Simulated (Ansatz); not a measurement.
# One crystal, many levels of theory: Ga2AsP (zincblende [001] superlattice), part 2 of 2

Wanted: a ladder of band gaps for Ga2AsP (zincblende [001] superlattice), from density functionals to G0W0.

Ansatz 0.2.0; density functionals, hybrids and G0W0, plane waves, PAW. Known limits of the many-body steps: finite bands, screening cutoff and k mesh; no spin-orbit coupling in G0W0; d shells not analysed; screening cutoff under 40 eV in some runs.

So far. Step 3 (PBEsol+SOC on the 6×6×2 mesh): Over mesh and listed points the gap is 0.944 eV, direct, at k = Γ. PBEsol+SOC against PBEsol: 0.944 − 1.026 = −0.082 eV, with the same mesh, set of files (read in its fully relativistic form for the spin-orbit run) and cutoff, and both edges at the same k points.

## (5) G0W0@PBEsol, 4×4×2 mesh, 496 empty bands, screening to 90 eV, PAW set soft_1 files

G0W0 replaces the xc potential by a self-energy built once from the orbitals of the start. Levels are corrected in the window of bands that the input names, at points of the mesh.

This step: G0W0 on PBEsol, plane waves, PAW; PAW set soft_1.

File input.yaml:

```yaml
crystal:
  lattice:
    - [3.9263224714, 0.0, 0.0]
    - [0.0, 3.9263224714, 0.0]
    - [0.0, 0.0, 16.615640584]
  atoms:
    - { symbol: Ga, position: [0.0, 0.0, 0.040071429] }
    - { symbol: As, position: [0.5, 0.0, 0.1265144175] }
    - { symbol: Ga, position: [0.5, 0.5, 0.2128309859] }
    - { symbol: As, position: [0.0, 0.5, 0.2992888568] }
    - { symbol: Ga, position: [0.0, 0.0, 0.3857467277] }
    - { symbol: As, position: [0.5, 0.0, 0.4720632962] }
    - { symbol: Ga, position: [0.5, 0.5, 0.5585062846] }
    - { symbol: P, position: [0.0, 0.5, 0.6387463484] }
    - { symbol: Ga, position: [0.0, 0.0, 0.7190849933] }
    - { symbol: P, position: [0.5, 0.0, 0.7992888568] }
    - { symbol: Ga, position: [0.5, 0.5, 0.8794927203] }
    - { symbol: P, position: [0.0, 0.5, 0.9598313652] }
kpoints:
  mp_grid: { grid: [4, 4, 2] }
hamiltonian:
  xc: pbesol
  pseudopotentials: { kind: paw, azcp: { folder: soft_1 }, xc_functional: pbe }
scf:
  occupations: { method: fixed }
gw:
  n_empty_bands: 496
  ecut_chi: 90.0
  qp_bands: [v4, c4]
  qp_kpoints: band_edges
  screening: { model: contour_deformation }
```

Started as:

```
ansatz run input.yaml --threads 8 --pin off --max-ram 17510MiB --backend cpu --events-out ev --progress --plain --runs-dir out
```

Numbers of over 12 decimals in the logs are rounded to 6 here.

Output:

```text
[...]
Crystal: 12 atoms, lattice volume = 256.147 Å³
Basis set: ecut = 420 eV, 5071 PW (Γ)
Bands: 83, of which v1, the nominal top of the filled ones, is band 69 counted from 1 (68 counted from 0)
Symmetry: 8 space group operations
[...]
k-points: 12 of 32
[...]
0    73      9.0340    -7.3725    -3.8385   -11.4264  0.7816     9.2501     9.2493  root
[...]
11    70      9.3581    -7.2625    -3.7729   -11.1871  0.7829     9.5102     9.5098  root
    11    71      9.3591    -7.2608    -3.7384   -11.1422  0.7846     9.5025     9.5021  root
    11    72      9.4879    -7.1327    -3.7673   -11.0253  0.7846     9.6134     9.6131  root
    11    73      9.5056    -7.1071    -3.8134   -11.0535  0.7822     9.6390     9.6387  root
[key lines of the parts left out:]
SCF converged after 11 iterations
Free energy (F): -39122.384427 eV
Fermi energy:    7.517964 eV
```

Elapsed: 6.9 min, on 8 threads of Arm Neoverse V2, shared host; peak memory 8.7 GiB; 52 min of CPU time.

This step gave:

```yaml
bands_summed: 565
rpa_eps_infinity_on_this_mesh_eigenvalues: 14.97, 19.81, 19.81
plane_waves_in_the_screening_matrix: 485
g0w0_gap_over_the_corrected_points: 1.736 eV
k_of_the_valence_top: 0, 0, 0
k_of_the_conduction_bottom: 0, 0, -0.5
starting_gap_on_the_mesh: 1.020 eV
z_at_the_valence_top: 0.7667
z_at_the_conduction_bottom: 0.7828
least_direct_g0w0_gap_over_the_corrected_points: 1.752 eV
```

Over 8 of 12 irreducible mesh points the G0W0 gap is 1.736 eV, from k = Γ to k = (0.000, 0.000, -0.500). The PBEsol gap of this run on the mesh is 1.020 eV. Other states bound it: the two that bound the G0W0 gap lie 1.222 eV apart in PBEsol, so state for state the correction is 1.736 − 1.222 = +0.514 eV, while gap against gap it is 1.736 − 1.020 = +0.716 eV.

## (6) All levels together

Each gap is the least one over the points named; times are wall times on shared hosts, not benchmarks. A G0W0 time includes the run's own self-consistent start. Runs with listed points see these and the mesh alone, so an edge that moves elsewhere is missed. Rows marked * are further runs, not shown as steps, whose inputs differ from the G0W0 step on the same start in the columns given; solver thresholds can differ too. Symmetry makes (0.000, 0.000, 0.500) and (0.000, 0.000, -0.500) one point.

```
       level   mesh       files, cutoff  bands summed, screening                           points  gap (eV)  valence top        conduction bottom  least direct gap (eV)     time
      PBEsol  6×6×2  soft_1 PAW, 420 eV                        -                    mesh and path     1.026            Γ                        Γ                  1.026     20 s
  PBEsol+SOC  6×6×2  soft_1 PAW, 420 eV                        -           mesh and listed points     0.944            Γ                        Γ                  0.944     72 s
       HSE06  4×4×2  soft_1 PAW, 420 eV                        -           mesh and listed points     1.972            Γ    (0.000, 0.000, 0.500)                  1.987  1.9 min
G0W0@PBEsol*  4×4×2  soft_1 PAW, 420 eV               194, 36 eV  9 of 12 irreducible mesh points     1.507            Γ  (-0.500, -0.500, 0.000)                  1.520     67 s
 G0W0@PBEsol  4×4×2  soft_1 PAW, 420 eV               565, 90 eV  8 of 12 irreducible mesh points     1.736            Γ   (0.000, 0.000, -0.500)                  1.752  6.9 min
```

## (7) Summary of results

```
PBEsol, over mesh and path                                           : 1.026 eV
PBEsol+SOC, over mesh and listed points                              : 0.944 eV
HSE06, over mesh and listed points                                   : 1.972 eV
G0W0@PBEsol (565 bands, 4×4×2), over 8 of 12 irreducible mesh points : 1.736 eV
known limits                                                         : finite bands, screening cutoff and k mesh; no spin-orbit coupling in G0W0; d shells not analysed; screening cutoff under 40 eV in some runs
```

In words: The rows run from 0.944 eV (PBEsol+SOC) to 1.972 eV (HSE06). They differ in mesh, bands and screening cutoff of G0W0 and the points over which the gap was sought as well as in level, so only pairs that share these are like for like. PBEsol+SOC against PBEsol: 0.944 − 1.026 = −0.082 eV, with the same mesh, set of files (read in its fully relativistic form for the spin-orbit run) and cutoff, and both edges at the same k points. The spin-orbit run sees mesh and listed points alone, so its gap is an upper bound: the coupling can move an edge off these points, the more so as this crystal has no centre of inversion, and the change over the zone, its sign included where it is small, is not known. G0W0@PBEsol (565 bands, 4×4×2) moves the gap of its own start on the mesh by 1.736 − 1.020 = +0.716 eV, with other states at the edges (they lie 1.222 eV apart at the start). Both edges that PBEsol shows over mesh and path lie at k points where levels were corrected. G0W0 has the conduction bottom at another k point than that. Levels at other points were not corrected, so a lower G0W0 gap elsewhere in the zone is not ruled out. What spin-orbit coupling does to the G0W0 levels was not computed, so no sum with the G0W0 gap is formed. For G0W0@PBEsol: from 194 bands and 36 eV to 565 bands and 90 eV the gap moves by 1.736 − 1.507 = +0.229 eV; bands and screening cutoff rise together, so their parts are not told apart. The states that bound the gap change along the series, so no limit is drawn and it is not known. The G0W0 runs are scalar-relativistic. One-shot GW is known to converge slowly in bands for compounds with shallow d shells. The cell holds Ga; the filling of the d shell and its place against the gap were not analysed here. No pair of G0W0 runs that differ in the mesh alone is shown (4×4×2 is a supercell whose nearest images lie 16 Å apart), so the error from the mesh is not known here. G0W0 is shown with one set of atomic data (soft_1 PAW), so the error from the files is not known here. A screening cutoff under 40 eV is crude: G0W0@PBEsol with 194 bands at 36 eV.

[Paths, hosts, dates, memory and timing lines, banners, echoed tables and standing remarks are left out of the program output.]

[Logs are printed without paths, hosts, clocks, repeated set-up lines and the standing remarks that a program may print on its own settings, such as how far it seeks lower states.]

[Runs of the session that timed out or met a known fault of the program may be left out.]

[Cells called generated may have been cut or substituted from an entry of the Crystallography Open Database or the Materials Project.]

[Hosts, paths, dates, database ids (printed as entryN), source tags and the programs' standing remarks are cut or masked in the printed files.]

[Where an RPA ε∞ is given, it is that of the G0W0 mesh and is not shown converged in it. Names of k-points follow the symmetry that the program found, which can be lower than the space group named. Band edges on a path are those of the sampled points; other points can move an edge, and change direct to indirect where valleys lie close.]

[Hybrid gaps are those of their k-mesh and are not shown converged in it.]
